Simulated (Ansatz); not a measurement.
# Te on Al(110): change of the work function, part 2 of 3

Wanted: Δφ(θ) for Te/Al(110), starting from the hollow site.

Ansatz 0.2.0; plane-wave DFT, PBE, Ansatz PAW.

So far, work function, upper face (eV): step 2 (the clean slab) 3.99; step 3 (46 atoms, coverage 0.111 ML, cell 3x3) 4.21.

### 4. The covered slab, k-mesh 4×5×1, coverage 0.25 ML

System of this step: Te/Al(110). The cell holds 21 atoms: 20 Al and 1 Te. Its edges and angles: a = 8.100 Å, b = 5.728 Å, c = 24.750 Å, α = 90.0°, β = 90.0°, γ = 90.0°. Vacuum lies along c.

Another coverage, to see how the dipoles act on each other as their distance changes.

input.yaml

```yaml
crystal:
  lattice:
    - [8.1, 0.0, 0.0]
    - [0.0, 5.7275649276, 0.0]
    - [0.0, 0.0, 24.7502621437]
  atoms:
    - { symbol: Al, position: [0.0, 0.0, 0.3636325122] }
    - { symbol: Al, position: [0.25, 0.25, 0.4214860905] }
    - { symbol: Al, position: [0.0, 0.0, 0.4781571122] }
    - { symbol: Al, position: [0.25, 0.25, 0.5377938848] }
    - { symbol: Al, position: [0.0, 0.0, 0.5912899694] }
    - { symbol: Al, position: [0.0, 0.5, 0.3636325122] }
    - { symbol: Al, position: [0.25, 0.75, 0.4214860905] }
    - { symbol: Al, position: [0.0, 0.5, 0.4781571122] }
    - { symbol: Al, position: [0.25, 0.75, 0.5377938848] }
    - { symbol: Al, position: [0.0, 0.5, 0.5912899694] }
    - { symbol: Al, position: [0.5, 0.0, 0.3636325122] }
    - { symbol: Al, position: [0.75, 0.25, 0.4214860905] }
    - { symbol: Al, position: [0.5, 0.0, 0.4781571122] }
    - { symbol: Al, position: [0.75, 0.25, 0.5377938848] }
    - { symbol: Al, position: [0.5, 0.0, 0.5912899694] }
    - { symbol: Al, position: [0.5, 0.5, 0.3636325122] }
    - { symbol: Al, position: [0.75, 0.75, 0.4214860905] }
    - { symbol: Al, position: [0.5, 0.5, 0.4781571122] }
    - { symbol: Al, position: [0.75, 0.75, 0.5377938848] }
    - { symbol: Al, position: [0.5, 0.5, 0.5912899694] }
    - { symbol: Te, position: [0.25, 0.25, 0.6363674878] }
kpoints:
  mp_grid: { grid: [4, 5, 1] }
hamiltonian:
  xc: pbe
scf:
  occupations: { method: fermi_dirac, width: 0.1 }
  convergence: { dr2_threshold: 1.0e-08 }
efield:
  axis: 3
  dipole_correction: true
  ramp_position: 0.97
  ramp_width: 0.06
relax:
  f_tol: 0.02
  max_steps: 60
  constraints: [{ sites: [0, 1, 5, 6, 10, 11, 15, 16] }]
output:
  bader: true
  dos: { projected: true, e_range: [-8, 4] }
  write_potential: true
  write_density: true
  volumetric_format: npy
  elf: true
```

Command:

```console
ansatz run input.yaml --threads 4 --pin off --max-ram 6144MiB --backend cpu --events-out ev --progress --plain --runs-dir out
```

Run time: 2 min. Hardware: 4 threads of Intel Xeon 6975P-C (Granite Rapids), shared host; peak memory 2.1 GiB; 7.7 min of CPU time.

Relaxation path:

```
step  energy less that of the first step (eV)  largest force component (eV/Å)
   1                                   0.0000                          4.3653
   2                                  -0.7877                          1.4946
   3                                  -0.9964                          0.4660
   4                                  -1.0986                          0.2530
   5                                  -1.1396                          0.1300
   6                                  -1.1552                          0.0810
   7                                  -1.1555                          0.0940
   8                                  -1.1588                          0.0110
```

Forces are held to the 4 operations that the run works with; a distortion that breaks them can't arise in this run.

The atoms that moved most (Å):

```
atom      dx      dy      dz  length
Te21   0.000   0.000   0.793   0.793
Al14   0.000   0.000   0.343   0.343
Al15  -0.167  -0.013   0.134   0.215
Al20  -0.167   0.013   0.134   0.215
 Al5   0.167  -0.013   0.134   0.215
Al10   0.167   0.013   0.134   0.215
 Al4   0.000   0.000  -0.139   0.139
Al19   0.000   0.000   0.107   0.107
```

The relaxed structure:

```cif
data_structure
_symmetry_space_group_name_H-M 'P 1'
_symmetry_Int_Tables_number 1
_cell_length_a 8.1000
_cell_length_b 5.7276
_cell_length_c 24.7503
_cell_angle_alpha 90.000
_cell_angle_beta 90.000
_cell_angle_gamma 90.000
_cell_volume 1148.25
loop_
_atom_site_label
_atom_site_type_symbol
_atom_site_fract_x
_atom_site_fract_y
_atom_site_fract_z
_atom_site_occupancy
Al1 Al 0.00000 0.00000 0.36363 1
Al2 Al 0.25000 0.25000 0.42149 1
Al3 Al 0.99214 0.00096 0.48003 1
Al4 Al 0.25000 0.25000 0.53218 1
Al5 Al 0.02064 0.99769 0.59671 1
Al6 Al 0.00000 0.50000 0.36363 1
Al7 Al 0.25000 0.75000 0.42149 1
Al8 Al 0.99214 0.49904 0.48003 1
Al9 Al 0.25000 0.75000 0.53445 1
Al10 Al 0.02064 0.50231 0.59671 1
Al11 Al 0.50000 0.00000 0.36363 1
Al12 Al 0.75000 0.25000 0.42149 1
Al13 Al 0.50786 0.00096 0.48003 1
Al14 Al 0.75000 0.25000 0.55164 1
Al15 Al 0.47936 0.99769 0.59671 1
Al16 Al 0.50000 0.50000 0.36363 1
Al17 Al 0.75000 0.75000 0.42149 1
Al18 Al 0.50786 0.49904 0.48003 1
Al19 Al 0.75000 0.75000 0.54211 1
Al20 Al 0.47936 0.50231 0.59671 1
Te21 Te 0.25000 0.25000 0.66841 1
```

Numbers from this step:

- energy at zero smearing: -17725.3126 eV
- work function, upper face: 4.338 eV
- work function, lower face: 4.108 eV
- dipole along the normal: -0.05901 e·Å
- step between the vacuum levels: 0.2302 eV

The density of states has structure finer than the step of the table below, so its rows give means over 0.25 eV, whole bins alone (the curve runs from -8 to 1.98 eV). Peaks (eV: height): -3.820: 23.8, -3.550: 15.6, -1.680: 20.8, 0.750: 19.6, 0.840: 18.3, 1.410: 16.6, 1.560: 14.4.

The density of states by energy, zero at the Fermi level; means over each step:

energy (eV), density of states (states/eV a cell) and a bar from the least value:
```
    -7.75        3.8 #
    -7.50        5.9 #######
    -7.25        3.3 
    -7.00        3.6 #
    -6.75        4.1 ##
    -6.50        4.3 ###
    -6.25        6.0 #######
    -6.00        7.1 ##########
    -5.75        4.7 ####
    -5.50        7.5 ###########
    -5.25        8.3 #############
    -5.00        5.9 #######
    -4.75        5.8 ######
    -4.50        5.5 ######
    -4.25        6.5 ########
    -4.00        6.2 ########
    -3.75       11.9 ######################
    -3.50        7.4 ###########
    -3.25        7.6 ###########
    -3.00        9.1 ###############
    -2.75        9.3 ################
    -2.50       11.2 ####################
    -2.25        9.7 #################
    -2.00        8.1 ############
    -1.75        8.6 ##############
    -1.50        8.6 ##############
    -1.25        8.6 ##############
    -1.00       10.5 ###################
    -0.75       10.0 #################
    -0.50        9.2 ###############
    -0.25        8.0 ############
     0.00        8.4 #############
     0.25        8.9 ##############
     0.50        9.8 #################
     0.75       14.8 ##############################
     1.00       11.6 ######################
     1.25        9.7 #################
     1.50       12.3 #######################
     1.75        8.2 #############
```

Projected DOS per atom over height of the atomic layer and energy from the Fermi level. Layers: Al4 Al4 Al4 Al3 Al Al4 Te from below.

Ten even steps from '0' (0.07 states/eV) to '9' (1.47 states/eV), each cell a mean:
```
3121122
3222232
4333342
2221221
3111123
3112125
3222225
2111225
2111213
3222326
2111229
2111126
2222326
1111112
1111112
1121111
1212221
1212111
0111100
0000000
0111100
0111000
```
Columns: height of the atomic layer (Å) from 9 to 16.5 (not evenly spaced); rows upwards: energy from the Fermi level (eV) from -7.96 to 1.95.

ELF in the ca plane at fractional y = 0.250, with atoms of Al and Te within 0.2 Å of it. It is the smooth field of the valence electrons, not physical close to the nuclei.

Ten even steps from '0' (0.00) to '9' (0.79), each cell a mean:
```
68998643346786422478875211000000000000000000
57888765567776544689975210000000000000000000
35667777677766665799874210000000000000000000
12346863357666752378753100000000000000000000
01235631116656621126642000000000000000000000
00135622215656612215631000000000000000000000
01246751137656741158742100000000000000000000
23567886677766765699864200000000000000000000
46787766667776555789875210000000000000000000
68998654456776433578975210000000000000000000
78999642246776422468874322111100000000000000
68998643345776433467654444544211000000000000
57888765456676555665555677887532100000000000
34567887667777667764457666899753100000000000
12346873258887424764366534689964200000000000
00136731127996110353465200379975210000000000
00136621217996121253465200379975210000000000
01246851138887212564466412589974200000000000
23457886567777656764457655799863100000000000
45777776566776666765456777888642100000000000
68998654345776544566655566665421000000000000
78999642235776422467764333332110000000000000
```
Columns run along c (16.0 Å, from fractional 0.31 to 0.96 of the cell), rows up along a (8.1 Å). Atoms in or near the plane, at fractional coordinates: Al at (0.42, 0.25), Al at (0.53, 0.25), Al at (0.42, 0.75), Al at (0.55, 0.75), Te at (0.67, 0.25).

Valence density in the ca plane at fractional y = 0.250, with atoms of Al and Te within 0.2 Å of it. It is the smooth field of the valence electrons, not physical close to the nuclei.

Ten steps, logarithmic in the rise over the least value, from '0' (0 e/Å³) to '9' (13 e/Å³), each cell a mean:
```
01111111111111111111111000000000000000000000
00111111111111111111110000000000000000000000
00011111121111111121110000000000000000000000
00011111111111111111100000000000000000000000
00001111111111111111100000000000000000000000
00001110011111110011100000000000000000000000
00001111111111111111100000000000000000000000
00011121121111111121110000000000000000000000
00111111111111111111110000000000000000000000
01111111111111111111111000000000000000000000
01112111111111111111111000000000000000000000
01111111111111111111111110000000000000000000
00111111111111111111111221110000000000000000
00011111111111111111112333221000000000000000
00011111112222111111123566431000000000000000
00001111112222101111124799732100000000000000
00001110012221101111124899742100000000000000
00001111112222111111123688632000000000000000
00011121112122211211122344321000000000000000
00111111111111111111112222210000000000000000
01111111111111111111111111100000000000000000
01112111111111111111111100000000000000000000
```
Columns run along c (16.0 Å, from fractional 0.31 to 0.96 of the cell), rows up along a (8.1 Å). Atoms in or near the plane, at fractional coordinates: Al at (0.42, 0.25), Al at (0.53, 0.25), Al at (0.42, 0.75), Al at (0.55, 0.75), Te at (0.67, 0.25).

Electrostatic potential energy in the ca plane at fractional y = 0.250, with atoms of Al and Te within 0.2 Å of it. With pseudopotentials it is smooth inside the atoms' cores, unlike the true potential.

Ten even steps from '0' (-18 eV) to '9' (4 eV), each cell a mean:
```
99877888888778889888888999999999999999999999
99888888888888888788889999999999999999999999
99998764457888764467899999999999999999999999
99998620015888510015899999999999999999999999
99997403302787303303799999999999999999999999
99997304511787204402799999999999999999999999
99998501103787401104799999999999999999999999
99998742136888741147899999999999999999999999
99988877778888877778899999999999999999999999
99888888888778888888889999999999999999999999
98877888988777899887788999999999999999999999
99877888888778889887778899999999999999999999
99888888888888888887788777899999999999999999
99998764467887545678886422479999999999999999
99998620015774000368873044038999999999999999
99997403302661142057860699617999999999999999
99997304512651253047860899707999999999999999
99998501103763010158871387227999999999999999
99998742236876312578875111168999999999999999
99988876678887767788887655789999999999999999
99888888888878888887788888999999999999999999
98877788988777899887788999999999999999999999
```
Columns run along c (16.0 Å, from fractional 0.31 to 0.96 of the cell; values clipped at the 3rd and 97th percentile), rows up along a (8.1 Å). Atoms in or near the plane, at fractional coordinates: Al at (0.42, 0.25), Al at (0.53, 0.25), Al at (0.42, 0.75), Al at (0.55, 0.75), Te at (0.67, 0.25).

The relaxation took 8 steps and lowered the energy by 1.2 eV; the largest force on the free atoms ends at 0.011 eV/Å.

By hand: a sheet of dipoles makes a step −p/(ε₀A) in the electron's potential. With e/ε₀ = 180.95 V·Å, p = -0.05901 e·Å and A = 46.39 Å², that is −180.95 × (-0.05901) / 46.39 = +0.230 eV, and the two vacuum levels of the run differ by +0.230 eV.

The covered face has 4.34 eV, +0.34 eV against the clean one; the bare back face has moved by +0.12 eV, a measure of how thin the slab is.

### 5. The covered slab, k-mesh 4×5×1, coverage 0.5 ML

System of this step: Te/Al(110). The cell holds 22 atoms: 20 Al and 2 Te. Its edges and angles: a = 8.100 Å, b = 5.728 Å, c = 24.750 Å, α = 90.0°, β = 90.0°, γ = 90.0°. Vacuum lies along c.

Changes to input.yaml since step 4:

```diff
@@ -27,2 +27,3 @@
     - { symbol: Te, position: [0.25, 0.25, 0.6363674878] }
+    - { symbol: Te, position: [0.75, 0.75, 0.6363674878] }
 kpoints:
@@ -49,2 +50 @@
   volumetric_format: npy
-  elf: true
```

It took 1.8 min on 4 threads; peak memory 2.3 GiB.

The steps of the relaxation:

```
step  energy less that of the first step (eV)  largest force component (eV/Å)
   1                                   0.0000                          4.2640
   2                                  -1.4350                          1.7428
   3                                  -1.9314                          0.6581
   4                                  -2.1538                          0.2204
   5                                  -2.2079                          0.0501
   6                                  -2.2088                          0.0095
```

The run keeps the 8 symmetry operations that it works with, so distortions that break them were not tested.

The atoms that moved most (Å):

```
atom     dx     dy     dz  length
Te21  0.000  0.000  0.732   0.732
Te22  0.000  0.000  0.732   0.732
 Al5  0.000  0.000  0.232   0.232
Al10  0.000  0.000  0.232   0.232
Al15  0.000  0.000  0.232   0.232
Al20  0.000  0.000  0.232   0.232
 Al9  0.000  0.000  0.134   0.134
Al14  0.000  0.000  0.134   0.134
```

Final coordinates:

```xyz
22
Lattice="8.1000 0.0000 0.0000 0.0000 5.7276 0.0000 0.0000 0.0000 24.7503" Properties=species:S:1:pos:R:3
Al    0.0000    0.0000    9.0000
Al    2.0250    1.4319   10.4319
Al    0.0000    0.0000   11.9020
Al    2.0250    1.4319   13.2470
Al    0.0000    0.0000   14.8665
Al    0.0000    2.8638    9.0000
Al    2.0250    4.2957   10.4319
Al    0.0000    2.8638   11.9020
Al    2.0250    4.2957   13.4448
Al    0.0000    2.8638   14.8665
Al    4.0500    0.0000    9.0000
Al    6.0750    1.4319   10.4319
Al    4.0500    0.0000   11.9020
Al    6.0750    1.4319   13.4448
Al    4.0500    0.0000   14.8665
Al    4.0500    2.8638    9.0000
Al    6.0750    4.2957   10.4319
Al    4.0500    2.8638   11.9020
Al    6.0750    4.2957   13.2470
Al    4.0500    2.8638   14.8665
Te    2.0250    1.4319   16.4825
Te    6.0750    4.2957   16.4825
```

The density of states has structure finer than the step of the table below, so its rows give means over 0.25 eV, whole bins alone (the curve runs from -8 to 1.98 eV). Peaks (eV: height): -5.470: 17.6, -4.600: 20.1, -3.010: 19.3, -0.690: 18.3, 0.360: 18.5, 1.770: 20.9, 1.860: 22.6.

Table of density of states by energy, zero at the Fermi level; means over each step:

```
energy (eV)  density of states (states/eV a cell)
      -7.75                                  4.09
      -7.50                                  6.13
      -7.25                                  3.22
      -7.00                                  4.45
      -6.75                                  3.83
      -6.50                                  4.19
      -6.25                                  6.12
      -6.00                                  7.43
      -5.75                                  4.73
      -5.50                                  10.4
      -5.25                                  6.15
      -5.00                                  7.00
      -4.75                                  5.46
      -4.50                                  8.34
      -4.25                                  6.82
      -4.00                                  6.58
      -3.75                                  10.2
      -3.50                                  9.17
      -3.25                                  6.63
      -3.00                                  14.6
      -2.75                                  10.4
      -2.50                                  10.0
      -2.25                                  9.81
      -2.00                                  9.10
      -1.75                                  8.44
      -1.50                                  8.89
      -1.25                                  8.80
      -1.00                                  7.52
      -0.75                                  14.3
      -0.50                                  14.1
      -0.25                                  5.79
       0.00                                  8.54
       0.25                                  10.3
       0.50                                  9.08
       0.75                                  13.6
       1.00                                  8.65
       1.25                                  9.77
       1.50                                  9.81
       1.75                                  13.1
```

The relaxation took 6 steps and lowered the energy by 2.2 eV; the largest force on the free atoms ends at 0.0095 eV/Å.

The covered face has 4.53 eV, +0.54 eV against the clean one; the bare back face has moved by +0.22 eV, a measure of how thin the slab is.

### 6. Adsorbate added, k-mesh 8×10×1, coverage 1 ML

System of this step: Te/Al(110). The cell holds 6 atoms: 5 Al and 1 Te. Cell: a = 4.050 Å, b = 2.864 Å, c = 24.750 Å, α = 90.0°, β = 90.0°, γ = 90.0°. Vacuum lies along c.

input.yaml, the sections that differ from step 5:

```yaml
crystal:
  lattice:
    - [4.05, 0.0, 0.0]
    - [0.0, 2.8637824638, 0.0]
    - [0.0, 0.0, 24.7502621437]
  atoms:
    - { symbol: Al, position: [0.0, 0.0, 0.3636325122] }
    - { symbol: Al, position: [0.5, 0.5, 0.4214860905] }
    - { symbol: Al, position: [0.0, 0.0, 0.4781571122] }
    - { symbol: Al, position: [0.5, 0.5, 0.5377938848] }
    - { symbol: Al, position: [0.0, 0.0, 0.5912899694] }
    - { symbol: Te, position: [0.5, 0.5, 0.6363674878] }
kpoints:
  mp_grid: { grid: [8, 10, 1] }
relax:
  f_tol: 0.02
  max_steps: 60
  constraints: [{ sites: [0, 1] }]
output:
  bader: true
  write_potential: true
  write_density: true
  volumetric_format: npy
# hamiltonian, scf, efield: as in step 5
```

The job ended after 26 s (4 threads; peak memory 0.67 GiB).

Step by step:

```
step  energy less that of the first step (eV)  largest force component (eV/Å)
   1                                   0.0000                          4.9184
   2                                  -0.9178                          2.0827
   3                                  -1.2242                          0.8670
   4                                  -1.3474                          0.4061
   5                                  -1.4102                          0.1866
   6                                  -1.4264                          0.0169
```

Forces are held to the 4 operations that the run works with; a distortion that breaks them can't arise in this run.

The atoms that moved most (Å):

```
atom     dx     dy     dz  length
 Te6  0.000  0.000  0.949   0.949
 Al5  0.000  0.000  0.186   0.186
 Al3  0.000  0.000  0.028   0.028
 Al4  0.000  0.000  0.016   0.016
```

Final coordinates:

```cif
data_structure
_symmetry_space_group_name_H-M 'P 1'
_symmetry_Int_Tables_number 1
_cell_length_a 4.0500
_cell_length_b 2.8638
_cell_length_c 24.7503
_cell_angle_alpha 90.000
_cell_angle_beta 90.000
_cell_angle_gamma 90.000
_cell_volume 287.06
loop_
_atom_site_label
_atom_site_type_symbol
_atom_site_fract_x
_atom_site_fract_y
_atom_site_fract_z
_atom_site_occupancy
Al1 Al 0.00000 0.00000 0.36363 1
Al2 Al 0.50000 0.50000 0.42149 1
Al3 Al 0.00000 0.00000 0.47928 1
Al4 Al 0.50000 0.50000 0.53844 1
Al5 Al 0.00000 0.00000 0.59882 1
Te6 Te 0.50000 0.50000 0.67470 1
```

The relaxation took 6 steps and lowered the energy by 1.4 eV; the largest force on the free atoms ends at 0.017 eV/Å.

The covered face has 4.40 eV, +0.40 eV against the clean one; the bare back face has moved by +0.10 eV, a measure of how thin the slab is.

### 7. Work function against coverage

This step: plane-wave DFT, PBE, Ansatz PAW; work function against coverage (Ansatz 0.2.0).

The runs are now put side by side.

This step gave:

| Property | Result |
| --- | --- |
| work function of the clean face | 3.995 eV |
| largest change of the work function | 0.5393 eV |

Table of work function of the covered face by coverage:

```
coverage (adsorbates/nm²)  work function of the covered face (eV)
                     0.00                                    3.99
                     0.96                                    4.21
                     2.16                                    4.34
                     4.31                                    4.53
                     8.62                                    4.40
```

The dipole per adsorbate comes from the change of the cell's dipole. Coverage, by row:

```
coverage (1/nm²)  coverage (ML)  work function (eV)  change (eV)  dipole per adsorbate, positive end outwards (debye)  mean height of the added atoms over the highest substrate atom (Å)
          0.9579         0.1111               4.209       0.2136                                               -0.397                                                               1.799
           2.155           0.25               4.338       0.3435                                                -0.28                                                               1.775
           4.311            0.5               4.534       0.5393                                               -0.198                                                               1.616
           8.622              1               4.399       0.4039                                               -0.094                                                               1.878
```

(Continued in part 3 of 3.)

[Logs are printed without paths, hosts, clocks, repeated set-up lines and the standing remarks that a program may print on its own settings, such as how far it seeks lower states.]

[Hosts, paths, dates, database ids (printed as entryN), source tags and the programs' standing remarks are cut or masked in the printed files.]

[Maps of the electrostatic potential energy from Ansatz leave out the sawtooth potential of an applied field or a dipole correction, so their vacuum need not be flat; planar profiles and work functions include it.]

[The density of states shown here was stored with 400 of the rows of the run's finer table, so its peaks can read low, often by over a quarter, or be missed, and its means over a window can be off by a tenth or more.]
